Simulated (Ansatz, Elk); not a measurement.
# YV3: X-ray structure factors from the self-consistent density, part 2 of 2

Structure refinements treat a crystal as free atoms side by side. For a made-up structure of YV3 (cell and positions from a PBEsol relaxation) the runs below show what the calculated density changes in F(hkl).

Elk 11.2.3 (patched build); all-electron DFT.

So far: Starting point; Ground state and structure factors; The highest occupied states alone.

The structure was built from a prototype and need not be the compound's stable phase.

### 4. Another functional

Level of this step: DFT, LDA (Perdew-Wang), all-electron APW+lo, Dirac cores, scalar-relativistic bands, static density, no spin (Elk).

The difference from free atoms is small, so it is set against the change that LDA (Perdew-Wang) makes.

File elk.in:

```
tasks
  0
  195

xctype
  3

spinpol
  .false.

rgkmax
  7.0

gmaxvr
  14.0

lmaxo
  7

lmaxapw
  8

swidth
  0.002

tshift
  .false.

ramdisk
  .false.

hmaxvr
  5.5

maxscl
  120

epspot
  1e-06

sppath
  './'

avec
  7.66050188583 -0.00000000000 -0.00000000000
  -0.00000000000 7.66050188583 0.00000000000
  0.00000000000 0.00000000000 7.66050188583

atoms
  2
  'Y.in'
  1
  -0.0000000000 0.0000000000 0.0000000000   0.000000 0.000000 0.000000
  'V.in'
  3
  0.5000000000 -0.0000000000 0.5000000000   0.000000 0.000000 0.000000
  0.5000000000 0.5000000000 -0.0000000000   0.000000 0.000000 0.000000
  -0.0000000000 0.5000000000 0.5000000000   0.000000 0.000000 0.000000

ngridk
  6 6 6
```

On the command line:

```
OMP_NUM_THREADS=4 elk
```

Numbers of over 12 decimals in the logs are rounded to 6 here.

Output:

```text
┌─────────────────────────┐
│ Elk code version 11.2.3 │
└─────────────────────────┘

All units are atomic (Hartree, Bohr, etc.)

┌─────────────────────────────────────────────────┐
│ Ground-state run starting from atomic densities │
└─────────────────────────────────────────────────┘

Lattice vectors :
   7.660501886      -0.000000000      -0.000000000
  -0.000000000       7.660501886       0.000000000
   0.000000000       0.000000000       7.660501886

Reciprocal lattice vectors :
  0.8202054383       0.000000000      -0.000000000
[...]
valence                     :    50.00000000
 interstitial                :    5.989634364
 muffin-tins (core leakage)
  species : 1 (Y)
[...]
species : 2 (V)
[...]
atom 2                    :    21.58075597     ( -0.3557353804E-05)
   atom 3                    :    21.58075597     ( -0.3557353804E-05)
 total in muffin-tins        :    102.0103656
 total calculated charge     :    107.9994135
 total charge                :    108.0000000
 error                       :   0.5865399086E-03

┌──────────────────────────────┐
│ Self-consistent loop stopped │
└──────────────────────────────┘

Wrote STATE.OUT
[key lines of the parts left out:]
total energy                :     -6224.0574531824
```

The job ended after 8.6 s (4 threads of Intel Xeon Platinum 8375C at 2.90GHz (Ice Lake), shared host; peak memory 0.16 GiB; 21 s of CPU time).

Against the first run R = 0.06 %; the largest change is -0.050 at 220.

### 5. A coarser k-mesh

About half the k-points along each axis test the sampling.

Changes to elk.in since step 4:

```diff
@@ -5,3 +5,3 @@
 xctype
-  3
+  20
 
@@ -60,2 +60,2 @@
 ngridk
-  6 6 6
+  3 3 3
```

On the command line:

```
OMP_NUM_THREADS=4 elk
```

Output:

```text
┌─────────────────────────┐
│ Elk code version 11.2.3 │
└─────────────────────────┘

All units are atomic (Hartree, Bohr, etc.)

┌─────────────────────────────────────────────────┐
│ Ground-state run starting from atomic densities │
└─────────────────────────────────────────────────┘

Lattice vectors :
   7.660501886      -0.000000000      -0.000000000
  -0.000000000       7.660501886       0.000000000
   0.000000000       0.000000000       7.660501886

Reciprocal lattice vectors :
  0.8202054383       0.000000000      -0.000000000
[...]
valence                     :    50.00000000
 interstitial                :    6.040341373
 muffin-tins (core leakage)
  species : 1 (Y)
[...]
species : 2 (V)
[...]
atom 2                    :    21.56123017     ( -0.2221830506E-06)
   atom 3                    :    21.56123017     ( -0.2221830506E-06)
 total in muffin-tins        :    101.9596586
 total calculated charge     :    107.9995316
 total charge                :    108.0000000
 error                       :   0.4684464645E-03

┌──────────────────────────────┐
│ Self-consistent loop stopped │
└──────────────────────────────┘

Wrote STATE.OUT
[key lines of the parts left out:]
total energy                :     -6233.5706767165
```

Wall time 9.4 s (4 threads); peak memory 0.16 GiB; 16 s of CPU time.

Against the first run R = 0.06 %; the largest change is +0.046 at 400.

### 6. Basis size

A smaller basis shows how fast F responds to it; the change is likely larger than the basis error of the first run, but doesn't show convergence.

Changes to elk.in since step 5:

```diff
@@ -11,3 +11,3 @@
 rgkmax
-  7.0
+  5.5
 
@@ -60,2 +60,2 @@
 ngridk
-  3 3 3
+  6 6 6
```

On the command line:

```
OMP_NUM_THREADS=4 elk
```

Output:

```text
┌─────────────────────────┐
│ Elk code version 11.2.3 │
└─────────────────────────┘

All units are atomic (Hartree, Bohr, etc.)

┌─────────────────────────────────────────────────┐
│ Ground-state run starting from atomic densities │
└─────────────────────────────────────────────────┘

Lattice vectors :
   7.660501886      -0.000000000      -0.000000000
  -0.000000000       7.660501886       0.000000000
   0.000000000       0.000000000       7.660501886

Reciprocal lattice vectors :
  0.8202054383       0.000000000      -0.000000000
[...]
valence                     :    50.00000000
 interstitial                :    6.289074819
 muffin-tins (core leakage)
  species : 1 (Y)
[...]
species : 2 (V)
[...]
atom 2                    :    21.49463843     ( -0.2221835427E-06)
   atom 3                    :    21.49463843     ( -0.2221835427E-06)
 total in muffin-tins        :    101.7109252
 total calculated charge     :    108.0013442
 total charge                :    108.0000000
 error                       :   0.1344216218E-02

┌──────────────────────────────┐
│ Self-consistent loop stopped │
└──────────────────────────────┘

Wrote STATE.OUT
[key lines of the parts left out:]
total energy                :     -6233.4404944275
```

The job ended after 13 s (4 threads; peak memory 0.17 GiB).

Against the first run R = 0.05 %; the largest change is +0.116 at 220.

### 7. Settings against the effect

```
              run  R against the first run (%)  R against neutral atoms, low angle (%)  wall time
    PBE, rgkmax 7                         0.00                                    0.78       14 s
LDA (Perdew-Wang)                         0.06                                    0.76      8.6 s
     k-mesh 3×3×3                         0.06                                    0.75      9.4 s
       rgkmax 5.5                         0.05                                    0.88       13 s
```

### 8. What came out

```yaml
r_against_neutral_atoms_sin_theta_lambda_0p3_a_minus1: 0.78 %
r_against_neutral_atoms_0p3_to_0p82_a_minus1: 0.26 %
```

In words: Independent neutral atoms miss the calculated amplitudes by R = 0.78 % below 0.3 Å⁻¹ and 0.26 % from there to 0.82 Å⁻¹; by shells, 0.17 % below 0.15 Å⁻¹ (1 form), 0.81 % 0.15 to 0.3 (4 forms), 0.20 % 0.3 to 0.45 (8 forms), 0.27 % above 0.45 (38 forms). Bonding, aspherical density and the tables' own atoms all enter these figures, and the runs don't part them. The largest change of an amplitude is -0.61 electrons, at 200. The window's part falls from 18.0 electrons at the origin to at most 0.49 between 0.45 and 0.82 Å⁻¹. Below 0.3 Å⁻¹ the changes that finished (LDA (Perdew-Wang), k-mesh 3×3×3 and rgkmax 5.5) move F by R = 0.10 % at most, against the 0.78 % that separates it from free atoms. These runs have no spin, though d or f shells may be open. Part of the difference isn't bonding: the tables are fits to free atoms and ions calculated by other methods than this functional. Thermal motion, anomalous dispersion and extinction are left out.

[Logs are printed without paths, hosts, clocks, repeated set-up lines and the standing remarks that a program may print on its own settings, such as how far it seeks lower states.]

[Hosts, paths, dates, database ids (printed as entryN), source tags and the programs' standing remarks are cut or masked in the printed files.]
